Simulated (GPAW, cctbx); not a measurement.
# MnSn3S4: what bonding does to one electron reflection, worked out

MnSn3S4, P-43m (no. 215), a = 6.2381 Å, b = 6.2381 Å, c = 6.2381 Å, α = 90.00°, β = 90.00°, γ = 90.00°.

| atom | mult. | x | y | z |
| --- | --- | --- | --- | --- |
| Sn1 | 3 | 1/2 | 1/2 | 0 |
| Mn1 | 1 | 0 | 0 | 0 |
| S1 | 4 | 0.7774 | 0.2226 | 0.7774 |

The start was made by putting kin elements into a known structure type; the compound need not exist, or be stable, in this form.

A DFT run (GPAW, PBE, 450 eV, 3×3×3 k-points, Fermi–Dirac width 0.05 eV, spin-polarised) gives the static X-ray structure factor of 020 as 101.774 e for the conventional cell; superposed free atoms give 102.221 e. **Problem.** Find the Fourier component V of the crystal potential and the two-beam extinction distance at 80 kV in both cases.

**1. Geometry**

The cell volume is Ω = 242.75 Å³ and d(020) = 3.1190 Å, so g = 1/d = 0.3206 Å⁻¹.

**2. The nuclei**

Electrons feel nuclei as well as electrons, so the nuclear charges are summed with the same phases.

Phase sums Σ exp(2πi h·x), turned so that the total is real and positive: Sn +3.000, Mn +1.000, S -3.765. Then F_Z = 50 × (+3.000) + 25 × (+1.000) + 16 × (-3.765) = 114.76 e. The electron term has the same sign for this reflection.

**3. Mott–Bethe**

Poisson's equation, term by term, gives V = (e/4πε₀)(F_Z − F)/(πΩg²), with e/4πε₀ = 14.3996 V Å.

The prefactor is 14.3996 × 3.1190²/(π × 242.75) = 0.18368 V per electron. Free atoms: (114.76 − 102.221) × 0.18368 = 2.304 V. Crystal: (114.76 − 101.774) × 0.18368 = 2.386 V. F changes by -0.44 % and V by +3.6 %: the same 0.45 e is measured against F_Z − F = 12.5 e in place of F = 102.2 e.

**4. Extinction distance**

In the two-beam case ξ = 1/(λU) with U = 2γm₀eV/h², that is ξ = 150.41 V Å²/(γλV).

At 80 kV, λ = 0.04176 Å and γ = 1.1566. Free atoms: ξ = 1352 Å. Crystal: ξ = 1305 Å. The thickness fringes go as sin²(πt/ξ), so the two patterns slip by a quarter of a period when t|1/ξ₁ − 1/ξ₀| = 1/4, at t ≈ 948 nm, thicker than usual samples. Thermal motion, absorption and many-beam coupling, left out here, change a real pattern.

**5. Answer**

V(020) is 2.39 V against 2.30 V, and ξ is 1305 against 1352 Å. Limits: static atoms, two beams; a ferromagnetic start is the only order tried, and the real ground state may be antiferromagnetic or insulating; no Hubbard U on Mn.
